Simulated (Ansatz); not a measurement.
# linear Al chain: period, moment and channels by functional, part 4 of 4

Aim: how far do the period, the moment and the conductance of the linear Al chain depend on the functional, the datasets and spin-orbit coupling, and at what cost?

Ansatz 0.2.0; DFT PBE, plane waves, PAW; relaxation of a chain's period (the session's first sound run).

So far, conductance of the lead as this run defines it (G₀): 2.00 in steps 3, 5, 7, 9 and 14.

## Step 15: A varied input

This step: DFT PBE, plane waves, PAW; channels and complex bands of a perfect chain; changed: output.transmission.e_range = [-3, 3], output.transmission.de = 0.05 (Ansatz 0.2.0).

The atoms of the run on the perfect lead (PBE) are kept and the input is varied, to see whether the result depends on it. The ELF is not written this time.

input.yaml

```yaml
crystal:
  lattice:
    - [7.5, 0.0, 0.0]
    - [0.0, 7.5, 0.0]
    - [0.0, 0.0, 2.4151928494]
  atoms:
    - { symbol: Al, position: [0.5, 0.5, 0.0] }
kpoints:
  mp_grid: { grid: [1, 1, 34] }
  band_path: { path: ["Γ", Z], npoints: 60 }
scf:
  occupations: { method: fermi_dirac, width: 0.05 }
hamiltonian:
  xc: pbe
output:
  transmission:
    e_range: [-3, 3]
    de: 0.05
    kmesh: [1, 1]
    reduced_basis: true
    leads: [[0, 0]]
  dos: { projected: true, e_range: [-6, 4] }
  write_potential: true
  write_density: true
  volumetric_format: npy
```

Command:

```bash
$ ansatz run input.yaml --threads 4 --pin off --max-ram 8192MiB --backend cpu --events-out ev --progress --plain --runs-dir out
```

Numbers of over 12 decimals in the logs are rounded to 6 here.

Output:

```text
[...]
Crystal: 1 atoms, lattice volume = 135.855 Å³
Basis set: ecut = 420 eV, 2633 PW (Γ)
Bands: 6, of which v1, the nominal top of the filled ones, is band 2 counted from 1 (1 counted from 0)
Symmetry: 16 space group operations
[...]
k-points: 18 of 34
[...]
SCF iter   1: F=—  HF=-535.565874 eV  |F-HF|=—  |Δ(HF+E_count)|=         —  Δρ=2.06e-3  dr2=6.69e-3  ethr=1.77e-3  ⟨swp⟩=7.1  Hψ=1223  notcnv=0
[...]
SCF iter   6: F=-535.567331 eV  HF=-535.567331 eV  |F-HF|=4.07e-10  |Δ(HF+E_count)|=   7.81e-9  Δρ=4.52e-7  dr2=5.73e-10  ethr=4.36e-10  ⟨swp⟩=2.4  Hψ=384  notcnv=0
SCF 1 converged in 6 iterations: F = -535.567331 eV  dr2 = 5.73e-10
[...]
transmission: 3 of 18 steps passed
transmission: 6 of 18 steps passed
[...]
transmission: 18 of 18 steps passed
[...]
SCF converged after 6 iterations
Free energy (F): -535.567331 eV
[...]
Internal energy: -535.556179 eV  (E = F + TS)
E sigma→0 (E₀):  -535.561755 eV
Entropy (-TS):   -0.011152 eV (-11.152 meV/atom)
Fermi energy:    -2.520594 eV
[...]
--- Band table (eV; the first three rows and the last of 18) ---
[...]
--- Transmission ---
  basis      : 497 plane waves across, 3 finite elements along
  points     : 1, standing for a mesh of 1 x 1
[...]
crystal 0  : Al1, at the sites [0, 0], period 2.4152 Å: whole cells are its period
[...]
channels       : 2.000000e0 a spin
    conductance    : none, the energies end too early or step too widely for 300 K: set another output.transmission.e_range or a lower de, or, where they end at an eighth of basis.ecutwfc, a higher one
```

Run time: 6.8 s. Hardware: 4 threads of Arm Neoverse V2, shared host; peak memory 0.39 GiB.

This step gave:

```yaml
energy_at_zero_smearing: -535.5618 eV
```

Open channels of the lead, one spin against energy, zero at the Fermi level:

| energy (eV) | open channels of the lead, one spin |
| --- | --- |
| -3.000 | 1 |
| -2.800 | 1 |
| -2.600 | 1 |
| -2.400 | 1 |
| -2.200 | 1 |
| -2.000 | 1 |
| -1.800 | 1 |
| -1.600 | 1 |
| -1.400 | 1 |
| -1.200 | 0 |
| -1.000 | 0 |
| -0.800 | 0 |
| -0.600 | 0 |
| -0.400 | 0 |
| -0.200 | 2 |
| 0.000 | 2 |
| 0.200 | 2 |
| 0.400 | 2 |
| 0.600 | 2 |
| 0.800 | 3 |
| 1.000 | 3 |
| 1.200 | 3 |
| 1.400 | 3 |
| 1.600 | 3 |
| 1.800 | 3 |
| 2.000 | 3 |
| 2.200 | 3 |
| 2.400 | 3 |
| 2.600 | 3 |
| 2.800 | 4 |
| 3.000 | 4 |

It took 6.8 s against 4.9 s for the run it varies; the program gives no conductance for this window, step and temperature, so that result is lost.

The channels at the energy nearest the Fermi level, one spin stays within 0.2 % plus 0.001 of the run it varies.

## Step 16: The same system on other settings: scf.initial_density.chi_scale = 0.0

This step: DFT PBE, plane waves, PAW; channels and complex bands of a perfect chain; changed: scf.initial_density.chi_scale = 0.0 (Ansatz 0.2.0).

The atoms of the run on the perfect lead (PBE) are kept and the input is varied, to see whether the result depends on it. The ELF is not written this time.

input.yaml, as its differences from that of step 15:

```diff
@@ -12,2 +12,3 @@
   occupations: { method: fermi_dirac, width: 0.05 }
+  initial_density: { chi_scale: 0.0 }
 hamiltonian:
@@ -16,4 +17,4 @@
   transmission:
-    e_range: [-3, 3]
-    de: 0.05
+    e_range: [-2, 2]
+    de: 0.035
     kmesh: [1, 1]
```

Output:

```text
[...]
Crystal: 1 atoms, lattice volume = 135.855 Å³
Basis set: ecut = 420 eV, 2633 PW (Γ)
Bands: 6, of which v1, the nominal top of the filled ones, is band 2 counted from 1 (1 counted from 0)
Symmetry: 16 space group operations
[...]
k-points: 18 of 34
[...]
Fermi energy:    -2.520539 eV
[...]
--- Band table (eV; the first three rows and the last of 18) ---
[...]
--- Transmission ---
  basis      : 497 plane waves across, 3 finite elements along
  points     : 1, standing for a mesh of 1 x 1
[...]
crystal 0  : Al1, at the sites [0, 0], period 2.4152 Å: whole cells are its period
[...]
filled         : 2.4 meV over the level at which it is neutral
    channels       : 2.000000e0 a spin
[...]
[key lines of the parts left out:]
SCF converged after 7 iterations
Free energy (F): -535.567331 eV
```

Wall time 5.1 s (4 threads); peak memory 0.35 GiB; 16 s of CPU time.

The open channels of the lead, one spin by energy, zero at the Fermi level:

| energy (eV) | open channels of the lead, one spin |
| --- | --- |
| -2.000 | 1 |
| -1.790 | 1 |
| -1.615 | 1 |
| -1.405 | 1 |
| -1.195 | 0 |
| -0.985 | 0 |
| -0.810 | 0 |
| -0.600 | 0 |
| -0.390 | 0 |
| -0.215 | 2 |
| -0.005 | 2 |
| 0.205 | 2 |
| 0.415 | 2 |
| 0.590 | 2 |
| 0.800 | 3 |
| 1.010 | 3 |
| 1.185 | 3 |
| 1.395 | 3 |
| 1.605 | 3 |
| 1.815 | 3 |

It took 5.1 s against 4.9 s for the run it varies, and the conductance is 2.00 G₀ against 2.00 G₀.

The channels at the energy nearest the Fermi level, one spin and conductance of the lead as this run defines it stay within 0.2 % plus 0.001 of the run it varies.

## Step 17: Summary of results

| Item | Value |
| --- | --- |
| cell length, PBE | 2.415 Å |
| cell length, LDA | 2.390 Å |
| cell length, r2SCAN | 2.405 Å |
| cell length, PBEsol | 2.407 Å |
| cell length, PBE, NC files | 2.417 Å |
| cell length, PBE, no spin | 2.415 Å |
| conductance, PBE | 2.00 G₀ |
| conductance, LDA | 2.00 G₀ |
| conductance, r2SCAN | 2.00 G₀ |
| conductance, PBEsol | 2.00 G₀ |
| conductance, with spin-orbit coupling | 2.00 G₀ |

Under PBE the cell's length is 2.42 Å, no moment survives, and it is a metal with 2 channels a spin next to the Fermi level, 2.00 G₀ at 300 K. The cell's length spans 1.1 % over the functionals, shortest under LDA and longest under PBE. A perfect wire passes every open channel, so the conductance counts half a G₀ for each forward-moving state at the Fermi level, spin by spin. Transport is coherent and elastic here: the atoms are frozen, so scattering by vibrations plays no part. The lead's cell of one atom keeps the chain straight and evenly spaced; a zigzag or dimerised form may lie lower.

[Logs are printed without paths, hosts, clocks, repeated set-up lines and the standing remarks that a program may print on its own settings, such as how far it seeks lower states.]

[Hosts, paths, dates, database ids (printed as entryN), source tags and the programs' standing remarks are cut or masked in the printed files.]
